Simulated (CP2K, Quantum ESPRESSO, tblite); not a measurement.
**How far do other methods lie from plane waves? H-capped GaAs nanowire along [112] (32 atoms)**

Aim: forces and gap of H-capped GaAs nanowire along [112] (32 atoms) at one geometry, from other programs and methods, against plane-wave PBE.

Results are calculated, not measured.

## Step 1: The cell

The cell holds 32 atoms (8 Ga, 8 As and 16 H), with edges of 17.54, 16.16 and 6.92 Å. Recipe: square section of size parameter 3.53 Å cut from zinc-blende GaAs (a = 5.653 Å) along [112], 1 period, broken bonds capped with H, 9 Å of vacuum. Then every atom was moved at random, 0.05 Å r.m.s. a Cartesian component (hydrogen 0.6 of that).

## Step 2: The reference input

Quantum ESPRESSO 7.5: Kohn-Sham DFT, PBE, SSSP efficiency 1.3.0 pseudopotentials, plane waves. Its input, pw.in:

```
&control
  calculation = 'scf'
  pseudo_dir = './pseudo'
  outdir = './tmp'
  disk_io = 'none'
  tprnfor = .true.
/
&system
  ibrav = 0
  nat = 32
  ntyp = 3
  ecutwfc = 60
  ecutrho = 480
  nosym = .true.
  occupations = 'smearing'
  smearing = 'fd'
  degauss = 0.003675
/
&electrons
  conv_thr = 1.6e-07
  electron_maxstep = 100
  mixing_beta = 0.2
  mixing_mode = 'local-TF'
  diagonalization = 'david'
/
ATOMIC_SPECIES
Ga 69.723 Ga.upf
As 74.922 As.upf
H 1.008 H.upf
CELL_PARAMETERS angstrom
17.54338 0.00000 0.00000
0.00000 16.15970 0.00000
0.00000 0.00000 6.92348
ATOMIC_POSITIONS crystal
Ga 0.33070 0.37089 0.49038
As 0.32491 0.42204 0.82159
Ga 0.33411 0.57728 0.83689
As 0.32908 0.62589 0.16395
[... 26 atom lines left out ...]
H 0.67171 0.72364 0.67092
H 0.74235 0.59454 0.75889
K_POINTS gamma
```

```console
$ OMP_NUM_THREADS=1 mpirun -np 4 pw.x -in pw.in > output.txt
```

Run time: 5.6 min. Hardware: 4 MPI ranks of Arm Neoverse V1, shared host; peak memory 4.7 GiB.

It converged with an r.m.s. force component of 1.0 eV/Å.

Its highest filled and lowest empty levels lie 2.03 eV apart on its k-points.

## Step 3: The other programs

- CP2K 2026.2: Gaussian basis with GTH pseudopotentials and a plane-wave density; labels give functional, basis (MOLOPT sets; SR short-range, UZH the newer set with its own potentials), grid cutoff/relative cutoff and solver (OT: orbital transformation; TRS4, TC2, SIGN: linear-scaling purification with its sparsity filter), or its built-in tight binding.
- tblite 0.8.0: extended tight binding, driven from Python.

All use the same cell and atoms, and the electronic-structure runs the same k-mesh.

## Step 4: All runs compared

Differences are against the reference: forces as r.m.s. over components, share as that over the reference's r.m.s. force, slope as the fitted ratio of a run's forces to the reference's.

| run | Δ force, r.m.s. (meV/Å) | share (%) | slope | Δ gap (eV) | cores | CPU time | memory (GiB) |
| --- | --- | --- | --- | --- | --- | --- | --- |
| reference | - | - | - | - | 4 | 23 min | 4.7 |
| CP2K PBE, DZVP-UZH, 560/60 Ry, diagonalisation (coarse) | 57.4 | 5.57 | 1.000 | -0.0187 | 1 | 4.3 min | 4.1 |
| CP2K PBE, DZVP-UZH, 800/20 Ry, diagonalisation (coarse) | 350 | 33.9 | 1.081 | -0.0208 | 2 | 5.2 min | 6.8 |
| CP2K PBE, DZVP-UZH, 800/60 Ry, diagonalisation | 35.4 | 3.43 | 0.995 | -0.0186 | 2 | 6 min | 6.8 |
| CP2K PBE, TZV2P-MOLOPT (SR for Ga, As), 800/60 Ry, diagonalisation | 41.3 | 4.01 | 0.982 | -0.0045 | 2 | 8.6 min | 6.8 |
| CP2K PBEsol, PBE potentials, DZVP-UZH, 800/60 Ry, diagonalisation | 59.9 | 5.81 | 1.004 | -0.0528 | 2 | 6.2 min | 6.8 |
| tblite GFN1-xTB | 339 | 32.9 | 0.800 | - | 1 | 1 s | 0.14 |

Rows marked coarse were listed beforehand as settings not expected to be converged; some can still land near the reference.

Runs without a result: CP2K GFN1-xTB, diagonalisation (not converged).

CPU time is summed over cores on shared hosts, so it is rough.

## Step 5: Findings

Forces lie from 3.4 % (CP2K PBE, DZVP-UZH, 800/60 Ry, diagonalisation) to 34 % (CP2K PBE, DZVP-UZH, 800/20 Ry, diagonalisation, coarse) of the reference's r.m.s. force of 1.0 eV/Å away from it. The PBE runs in local orbitals, coarse settings apart, differ by 3.4 % (CP2K PBE, DZVP-UZH, 800/60 Ry, diagonalisation) to 4.0 % (CP2K PBE, TZV2P-MOLOPT (SR for Ga, As), 800/60 Ry, diagonalisation); basis, grid and potentials can all enter. Tight binding differs by 33 % (tblite GFN1-xTB); it is another model, with fitted parameters of its own, and the xTB methods hold dispersion. Rows with another functional or a dispersion term differ by 5.8 % (CP2K PBEsol, PBE potentials, DZVP-UZH, 800/60 Ry, diagonalisation), which mixes the change of model with differences of basis and potentials, some of them made for another functional.

Runs with settings chosen to be coarse differ by 5.6 % (CP2K PBE, DZVP-UZH, 560/60 Ry, diagonalisation) to 34 % (CP2K PBE, DZVP-UZH, 800/20 Ry, diagonalisation), their programs' other errors included. From CP2K PBE, DZVP-UZH, 560/60 Ry, diagonalisation to the finer CP2K PBE, DZVP-UZH, 800/60 Ry, diagonalisation the share falls from 5.6 to 3.4 %. Gaps at PBE, coarse settings apart, lie -0.02 to -0.00 eV from the reference's, on k-points that hold the band edges only if these fold onto them.

**Limits.** Periodic xTB results under one method name differ between programs and library versions. Caps of real hydrogen don't mimic the fractional bonds of a polar compound, so surface states and strained caps may belong to the model. The electronic-structure runs sample only Γ, in a cell whose periodic width is 7 Å. The reference's 60/480 Ry lie under the cutoffs that SSSP recommends for Ga (70/560 Ry). Spin–orbit coupling is left out. Where levels are smeared, the DFT runs use Fermi–Dirac occupations at 580 K (0.05 eV), and energies are free energies. The atoms were displaced at random, and shares hang on the size of the forces that this gives. The reference's cutoffs and mesh weren't converged further here.

[Logs are printed without paths, hosts, clocks, repeated set-up lines and the standing remarks that a program may print on its own settings, such as how far it seeks lower states.]

[Hosts, paths, dates, database ids (printed as entryN), source tags and the programs' standing remarks are cut or masked in the printed files.]

[Cells were taken only where this reference lay near another plane-wave run.]
